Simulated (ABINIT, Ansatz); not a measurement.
# Converging GW for Rb2Pd (Fm-3m) in ABINIT

What does each rung of G0W0 on Rb2Pd (Fm-3m) cost, and what does it buy?

Method: PBEsol and many-body steps on it, plane waves, in ABINIT 10.8.3.

In doubt: a PseudoDojo file used here is known to give poor structures and forces, which bears on pressures, cells, forces and phonons.

## Step 1: Set-up

Symmetry: Fm-3m, No. 225, cubic system. Conventional cell: a = 8.246 Å, b = 8.246 Å, c = 8.246 Å, α = 90.00°, β = 90.00°, γ = 90.00°. Nearest to Rb lie 4 Pd at 3.57 Å. Nearest to Pd lie 8 Rb at 3.57 Å. Farther neighbours are not listed.

Structure file:

```cif
data_structure
_symmetry_space_group_name_H-M 'Fm-3m'
_symmetry_Int_Tables_number 225
_cell_length_a 8.2464
_cell_length_b 8.2464
_cell_length_c 8.2464
_cell_angle_alpha 90.000
_cell_angle_beta 90.000
_cell_angle_gamma 90.000
_cell_volume 560.79
loop_
_atom_site_label
_atom_site_type_symbol
_atom_site_symmetry_multiplicity
_atom_site_Wyckoff_symbol
_atom_site_fract_x
_atom_site_fract_y
_atom_site_fract_z
_atom_site_occupancy
Rb1 Rb 8 c 0.25000 0.75000 0.75000 1
Pd1 Pd 4 a 0.00000 0.00000 0.00000 1
```

The cell and positions are those that the Materials Project relaxed with its own functionals (PBE, PBE+U or r2SCAN), kept fixed.

## Step 2: Empty states on the mesh, 2×2×2 mesh, 269 bands

This step: ABINIT 10.8.3; DFT, PBEsol, plane waves, norm-conserving pseudopotentials.

The sums over transitions need many empty states on a uniform mesh; this step solves for them.

run.abi reads:

```
acell 3*1.0 Angstrom
rprim 
  -0.000000000000 4.123218000000 4.123218000000
  4.123218000000 0.000000000000 4.123218000000
  4.123218000000 4.123218000000 0.000000000000
ntypat 2
znucl 37 46
natom 3
typat 1 1 2
xred 
  0.250000000000 0.250000000000 0.250000000000
  0.750000000000 0.750000000000 0.750000000000
  0.000000000000 0.000000000000 0.000000000000
pp_dirpath "pseudos"
pseudos "Rb.upf, Pd.upf"
ecut 37
ngkpt 2 2 2
nshiftk 1
shiftk 0 0 0
kptopt 1
chksymbreak 0
iscf -2
irdden 1
istwfk *1
nband 269
nbdbuf 24
tolwfr 1e-09
nstep 60
prtvol 0
indata_prefix "in"
outdata_prefix "out"
tmpdata_prefix "tmp"
```

On the command line:

```bash
OMP_NUM_THREADS=1 mpirun -n 4 abinit run.abi > log
```

Numbers of over 12 decimals in the logs are rounded to 6 here.

What it wrote:

```text
.Version 10.8.3 of ABINIT. v10.8.2 released Aug 2026.

 Symmetries : space group Fm -3 m (#225); Bravais cF (face-center cubic)
[... echo of the input left out ...]
== DATASET  1 ==================================================================
-   mpi_nproc: 4, omp_nthreads: 1 (-1 if OMP is not activated)
-    --> not optimal distribution: autoparal keyword recommended in input file <--

--- !DatasetInfo
iteration_state: {dtset: 1, }
dimensions: {natom: 3, nkpt: 3, mband: 269, nsppol: 1, nspinor: 1, nspden: 1, mpw: 10200, }
cutoff_energies: {ecut:  37.0, pawecutdg:  -1.0, }
[...]
2.79378    2.79378    2.79479    2.79555    2.79555    2.79555    2.80016    2.80016
   2.80016    2.80216    2.80216    2.80216    2.80364    2.80364    2.80747    2.80747
   2.80747    2.81044    2.81044    2.90859    2.90859
 prteigrs : prtvol=0 or 1, do not print more k-points.

== END DATASET(S) ==============================================================
================================================================================

 -outvars: echo values of variables after computation  --------
            nband         269
             nkpt           3
          spgroup         225
 [... the other variables as echoed above ...]

 Calculation completed.
```

Wall time 1.9 min (4 MPI ranks of Arm Neoverse V2, shared host); peak memory 0.52 GiB; 7.4 min of CPU time.

This step gave:

```
gap                                                           : 0.8591 eV
k of the valence top                                          : 0.5, 0.5, 0
k of the conduction bottom                                    : 0.5, 0, 0
least direct gap                                              : 0.8898 eV
k points computed                                             : 3
lowest point of the top converged band, above the valence top : 74.2993 eV
```

On this mesh the gap is 0.859 eV.

The density comes from a self-consistent run that is not shown.

## Step 3: Screening, 2×2×2 mesh, 46 bands, screening to 62.6 eV

The RPA dielectric matrix is built and inverted for each q.

This step: RPA screening on PBEsol, plane waves, norm-conserving pseudopotentials.

run.abi, as its differences from that of step 2:

```diff
@@ -21,10 +21,11 @@
 chksymbreak 0
-iscf -2
-irdden 1
 istwfk *1
-nband 269
-nbdbuf 24
-tolwfr 1e-09
-nstep 60
-prtvol 0
+occopt 1
+irdwfk 1
+optdriver 3
+nband 46
+ecuteps 2.3
+inclvkb 2
+awtr 1
+symchi 1
 indata_prefix "in"
```

What it wrote:

```text
.Version 10.8.3 of ABINIT. v10.8.2 released Aug 2026.

 Symmetries : space group Fm -3 m (#225); Bravais cF (face-center cubic)
[... echo of the input left out ...]
== DATASET  1 ==================================================================
-   mpi_nproc: 4, omp_nthreads: 1 (-1 if OMP is not activated)

--- !DatasetInfo
iteration_state: {dtset: 1, }
dimensions: {natom: 3, nkpt: 3, mband: 46, nsppol: 1, nspinor: 1, nspden: 1, mpw: 10200, }
cutoff_energies: {ecut:  37.0, pawecutdg:  -1.0, }
electrons: {nelect:   3.60000000E+01, charge:   0.00000000E+00, occopt:   1.00000000E+00, tsmear:   1.00000000E-02, }

 SCREENING: Calculation of the susceptibility and dielectric matrices

 Based on a program developped by R.W. Godby, V. Olevano, G. Onida, and L. Reining.
 Incorporated in ABINIT by V. Olevano, G.-M. Rignanese, and M. Torrent.
.Using double precision arithmetic ; gwpc =  8

[... cell and pseudopotentials left out ...]
--------------------------------------------------------------------------------

 ==== K-mesh for the wavefunctions ====
 Number of points in the irreducible wedge :     3
[... list of points left out ...]
 Together with 48 symmetry operations and time-reversal symmetry
 yields     8 points in the full Brillouin Zone.

 ==== Q-mesh for the screening function ====
 Number of points in the irreducible wedge :     3
[... list of points left out ...]
 Together with 48 symmetry operations and time-reversal symmetry
 yields     8 points in the full Brillouin Zone.

 setmesh: FFT mesh size selected  =    40x   40x   40
          total number of points  =        64000

 vcoul_init : cutoff-mode = AUXILIARY_FUNCTION
 q-points for optical limit:   1
     1)      0.000010    0.000020    0.000030

- screening: taking advantage of time-reversal symmetry
- Maximum band index for partially occupied states nbvw = 18
- Remaining bands to be divided among processors   nbcw = 28
- Number of bands treated by each node ~7

 Number of electrons calculated from density =   36.0000; Expected =   36.0000
 average of density, n =  0.038051
 r_s =    1.8444
 omega_plasma =   18.8165 [eV]

 calculating chi0 at frequencies [eV] :
  1    0.000000E+00    0.000000E+00
  2    0.000000E+00    1.881651E+01

--------------------------------------------------------------------------------
  q-point number  1        q = ( 0.000000, 0.000000, 0.000000) [r.l.u.]
--------------------------------------------------------------------------------
[... chi0 elements left out ...]
 For q-point:  0.000010 0.000020 0.000030
  dielectric constant =  21.5252
  dielectric constant without local fields =  31.9381

  Average fulfillment of the sum rule on Im[epsilon] for q-point    1 :     30.02  [%]
[... wings left out ...]
  q-point number  2        q = ( 0.500000, 0.000000, 0.000000) [r.l.u.]
--------------------------------------------------------------------------------
[... chi0 elements left out ...]
  Average fulfillment of the sum rule on Im[epsilon] for q-point    2 :     38.85  [%]

 [... 1 further q-points ...]
```

It took 5.2 s on 4 MPI ranks; peak memory 0.73 GiB; 20 s of CPU time.

This step gave:

```
ε∞ with local fields, on this mesh, along the program's q direction : 21.53
the same without local fields                                       : 31.94
plasma frequency                                                    : 18.82 eV
plane waves in the screening matrix                                 : 169
```

Local fields lower ε∞ by 33 %. On a Γ-centred mesh this coarse the value itself is usually too large, while a short band sum pulls it down.

## Step 4: 46 bands, 62.6 eV

The self-energy is evaluated for the states that the input lists, and the levels follow from it, in one-shot runs by the linearised quasiparticle equation.

This step: G0W0 on PBEsol, plane waves, norm-conserving pseudopotentials.

run.abi, as its differences from that of step 3:

```diff
@@ -24,8 +24,19 @@
 irdwfk 1
-optdriver 3
+optdriver 4
 nband 46
+gwcalctyp 0
+ecutsigx 37
+symsigma 1
+nkptgw 3
+kptgw 
+  0.5000000000 0.5000000000 0.0000000000
+  0.5000000000 0.0000000000 0.0000000000
+  0.0000000000 0.0000000000 0.0000000000
+bdgw 
+  17 20
+  16 21
+  16 21
 ecuteps 2.3
-inclvkb 2
-awtr 1
-symchi 1
+irdscr 1
+ppmodel 1
 indata_prefix "in"
```

What it wrote:

```text
.Version 10.8.3 of ABINIT. v10.8.2 released Aug 2026.

 Symmetries : space group Fm -3 m (#225); Bravais cF (face-center cubic)
[... echo of the input left out ...]
== DATASET  1 ==================================================================
-   mpi_nproc: 4, omp_nthreads: 1 (-1 if OMP is not activated)

--- !DatasetInfo
iteration_state: {dtset: 1, }
dimensions: {natom: 3, nkpt: 3, mband: 46, nsppol: 1, nspinor: 1, nspden: 1, mpw: 10200, }
cutoff_energies: {ecut:  37.0, pawecutdg:  -1.0, }
electrons: {nelect:   3.60000000E+01, charge:   0.00000000E+00, occopt:   1.00000000E+00, tsmear:   1.00000000E-02, }

 SIGMA: Calculation of the GW corrections

 Based on a program developped by R.W. Godby, V. Olevano, G. Onida, and L. Reining.
 Incorporated in ABINIT by V. Olevano, G.-M. Rignanese, and M. Torrent.
.Using double precision arithmetic ; gwpc =  8

[... cell and pseudopotentials left out ...]
--------------------------------------------------------------------------------

 ==== K-mesh for the wavefunctions ====
 Number of points in the irreducible wedge :     3
[... list of points left out ...]
 Together with 48 symmetry operations and time-reversal symmetry
 yields     8 points in the full Brillouin Zone.

 ==== Q-mesh for screening function ====
 Number of points in the irreducible wedge :     3
[... list of points left out ...]
 Together with 48 symmetry operations and time-reversal symmetry
 yields     8 points in the full Brillouin Zone.

 vcoul_init : cutoff-mode = AUXILIARY_FUNCTION
 q-points for optical limit:   1
     1)      0.000010    0.000020    0.000030
 setmesh: FFT mesh size selected  =    64x   64x   64
          total number of points  =       262144

 Number of electrons calculated from density =   36.0000; Expected =   36.0000
 average of density, n =  0.038051
 r_s =    1.8444
 omega_plasma =   18.8165 [eV]

 === KS Band Gaps ===
  >>>> For spin  1
   Minimum direct gap =   0.8896 [eV], located at k-point      :   0.5000  0.5000  0.0000
   Fundamental gap    =   0.8589 [eV], Top of valence bands at :   0.5000  0.5000  0.0000
                                       Bottom of conduction at :   0.5000  0.0000  0.0000
 SIGMA fundamental parameters:
 PLASMON POLE MODEL  1
 number of plane-waves for SigmaX                10081
 number of plane-waves for SigmaC and W            169
 number of plane-waves for wavefunctions         10081
 number of bands                                    46
 number of independent spin polarizations            1
 number of spinorial components                      1
 number of k-points in IBZ                           3
 number of q-points in IBZ                           3
 number of symmetry operations                      48
 number of k-points in BZ                            8
 number of q-points in BZ                            8
 number of frequencies for dSigma/dE                 9
 frequency step for dSigma/dE [eV]                0.25
 number of omega for Sigma on real axis              0
 max omega for Sigma on real axis  [eV]           0.00
 zcut for avoiding poles [eV]                     0.10

 EPSILON^-1 parameters (SCR file):
 dimension of the eps^-1 matrix on file            169
 dimension of the eps^-1 matrix used               169
 number of plane-waves for wavefunctions         10081
 number of bands                                    46
 number of q-points in IBZ                           3
 number of frequencies                               2
 number of real frequencies                          1
 number of imag frequencies                          1

 matrix elements of self-energy operator (all in [eV])

 Perturbative Calculation

--- !SelfEnergy_ee
iteration_state: {dtset: 1, }
kpoint     : [   0.500,    0.500,    0.000, ]
spin       : 1
KS_gap     :    0.890
QP_gap     :    1.624
Delta_QP_KS:    0.735
data: !SigmaeeData |
     Band     E0 <VxcDFT>   SigX SigC(E0)      Z dSigC/dE  Sig(E)    E-E0       E
       17   0.844 -21.418 -26.331   5.265   0.697  -0.436 -21.173   0.245   1.089
       18   1.335  -9.673 -10.318   0.767   0.766  -0.306  -9.580   0.093   1.429
       19   2.225  -6.868  -3.364  -2.451   0.786  -0.272  -6.041   0.828   3.053
       20   3.809  -7.522  -4.450  -2.652   0.783  -0.278  -7.193   0.329   4.138

--- !SelfEnergy_ee
iteration_state: {dtset: 1, }
kpoint     : [   0.500,    0.000,    0.000, ]
spin       : 1
KS_gap     :    1.190
QP_gap     :    1.627
Delta_QP_KS:    0.437
data: !SigmaeeData |
     Band     E0 <VxcDFT>   SigX SigC(E0)      Z dSigC/dE  Sig(E)    E-E0       E
       16   0.813 -21.358 -26.412   5.381   0.697  -0.435 -21.130   0.228   1.041
       17   0.813 -21.358 -26.412   5.381   0.697  -0.435 -21.130   0.228   1.041
[...]
--- !SelfEnergy_ee
iteration_state: {dtset: 1, }
kpoint     : [   0.000,    0.000,    0.000, ]
spin       : 1
KS_gap     :    3.013
QP_gap     :    3.859
Delta_QP_KS:    0.846
data: !SigmaeeData |
     Band     E0 <VxcDFT>   SigX SigC(E0)      Z dSigC/dE  Sig(E)    E-E0       E
[...]
19   3.852  -7.445  -3.579  -2.499   0.788  -0.268  -6.367   1.077   4.929
       20   3.852  -7.445  -3.579  -2.499   0.788  -0.268  -6.367   1.077   4.929
       21   3.852  -7.445  -3.579  -2.499   0.788  -0.268  -6.367   1.077   4.929

 New Fermi energy :        7.659881E-02 Ha ,    2.084360E+00 eV

 === QP Band Gaps ===
  >>>> For spin  1
   Minimum direct gap =   1.6242 [eV], located at k-point      :   0.5000  0.5000  0.0000
   Fundamental gap    =   1.3114 [eV], Top of valence bands at :   0.5000  0.5000  0.0000
                                       Bottom of conduction at :   0.5000  0.0000  0.0000

== END DATASET(S) ==============================================================
================================================================================

 -outvars: echo values of variables after computation  --------
           etotal      0.0000000000E+00
            nband          46
             nkpt           3
          spgroup         225
 [... the other variables as echoed above ...]

 Calculation completed.
```

Run time: 5.2 s. Hardware: 4 MPI ranks; peak memory 1.2 GiB; 20 s of CPU time.

This step gave:

| Quantity | Value |
| --- | --- |
| G0W0 gap on the points computed | 1.311 eV |
| starting gap on the mesh | 0.8591 eV |
| k of the valence top | 0.5, 0.5, 0 |
| k of the conduction bottom | 0.5, 0, 0 |
| Z at the valence top | 0.766 |
| Z at the conduction bottom | 0.789 |
| least direct G0W0 gap on the computed points | 1.624 eV |

The gap on the mesh goes from 0.86 eV to 1.31 eV, a correction of +0.45 eV.

## Step 5: Screening, 2×2×2 mesh, 110 bands, screening to 114.3 eV

This step: RPA screening on PBEsol, plane waves, norm-conserving pseudopotentials.

run.abi, as its differences from that of step 4:

```diff
@@ -24,19 +24,8 @@
 irdwfk 1
-optdriver 4
-nband 46
-gwcalctyp 0
-ecutsigx 37
-symsigma 1
-nkptgw 3
-kptgw 
-  0.5000000000 0.5000000000 0.0000000000
-  0.5000000000 0.0000000000 0.0000000000
-  0.0000000000 0.0000000000 0.0000000000
-bdgw 
-  17 20
-  16 21
-  16 21
-ecuteps 2.3
-irdscr 1
-ppmodel 1
+optdriver 3
+nband 110
+ecuteps 4.2
+inclvkb 2
+awtr 1
+symchi 1
 indata_prefix "in"
```

What it wrote:

```text
.Version 10.8.3 of ABINIT. v10.8.2 released Aug 2026.

 Symmetries : space group Fm -3 m (#225); Bravais cF (face-center cubic)
[... echo of the input left out ...]
== DATASET  1 ==================================================================
-   mpi_nproc: 4, omp_nthreads: 1 (-1 if OMP is not activated)

--- !DatasetInfo
iteration_state: {dtset: 1, }
dimensions: {natom: 3, nkpt: 3, mband: 110, nsppol: 1, nspinor: 1, nspden: 1, mpw: 10200, }
cutoff_energies: {ecut:  37.0, pawecutdg:  -1.0, }
electrons: {nelect:   3.60000000E+01, charge:   0.00000000E+00, occopt:   1.00000000E+00, tsmear:   1.00000000E-02, }

 SCREENING: Calculation of the susceptibility and dielectric matrices

 Based on a program developped by R.W. Godby, V. Olevano, G. Onida, and L. Reining.
 Incorporated in ABINIT by V. Olevano, G.-M. Rignanese, and M. Torrent.
.Using double precision arithmetic ; gwpc =  8

[... cell and pseudopotentials left out ...]
--------------------------------------------------------------------------------

 ==== K-mesh for the wavefunctions ====
 Number of points in the irreducible wedge :     3
[... list of points left out ...]
 Together with 48 symmetry operations and time-reversal symmetry
 yields     8 points in the full Brillouin Zone.

 ==== Q-mesh for the screening function ====
 Number of points in the irreducible wedge :     3
[... list of points left out ...]
 Together with 48 symmetry operations and time-reversal symmetry
 yields     8 points in the full Brillouin Zone.

 setmesh: FFT mesh size selected  =    45x   45x   45
          total number of points  =        91125

 vcoul_init : cutoff-mode = AUXILIARY_FUNCTION
 q-points for optical limit:   1
     1)      0.000010    0.000020    0.000030

- screening: taking advantage of time-reversal symmetry
- Maximum band index for partially occupied states nbvw = 18
- Remaining bands to be divided among processors   nbcw = 92
- Number of bands treated by each node ~23

 Number of electrons calculated from density =   36.0000; Expected =   36.0000
 average of density, n =  0.038051
 r_s =    1.8444
 omega_plasma =   18.8165 [eV]

 calculating chi0 at frequencies [eV] :
  1    0.000000E+00    0.000000E+00
  2    0.000000E+00    1.881651E+01

--------------------------------------------------------------------------------
  q-point number  1        q = ( 0.000000, 0.000000, 0.000000) [r.l.u.]
--------------------------------------------------------------------------------
[... chi0 elements left out ...]
 For q-point:  0.000010 0.000020 0.000030
  dielectric constant =  21.8771
  dielectric constant without local fields =  32.0316

  Average fulfillment of the sum rule on Im[epsilon] for q-point    1 :     56.01  [%]
[... wings left out ...]
  q-point number  2        q = ( 0.500000, 0.000000, 0.000000) [r.l.u.]
--------------------------------------------------------------------------------
[... chi0 elements left out ...]
  Average fulfillment of the sum rule on Im[epsilon] for q-point    2 :     62.66  [%]

 [... 1 further q-points ...]
```

It took 14 s on 4 MPI ranks; peak memory 1.4 GiB.

This step gave:

* ε∞ with local fields, on this mesh, along the program's q direction: 21.88
* the same without local fields: 32.03
* plasma frequency: 18.82 eV
* plane waves in the screening matrix: 387

(Continued in part 2 of 2.)

[Paths, hosts, dates, memory and timing lines, banners, echoed tables and standing remarks are left out of the program output.]

[Logs are printed without paths, hosts, clocks, repeated set-up lines and the standing remarks that a program may print on its own settings, such as how far it seeks lower states.]

[Runs of the session that timed out or met a known fault of the program may be left out.]

[Hosts, paths, dates, database ids (printed as entryN), source tags and the programs' standing remarks are cut or masked in the printed files.]

[G0W0 gaps are taken among the corrected bands and points alone; a level outside them can change the order at an edge.]

[Where Ansatz stands beside ABINIT at settings called matched, ABINIT's density can come from a denser mesh and the files from another edition; pairs whose starting gaps differed by over 0.03 eV were left out, so agreement reads better than it is.]
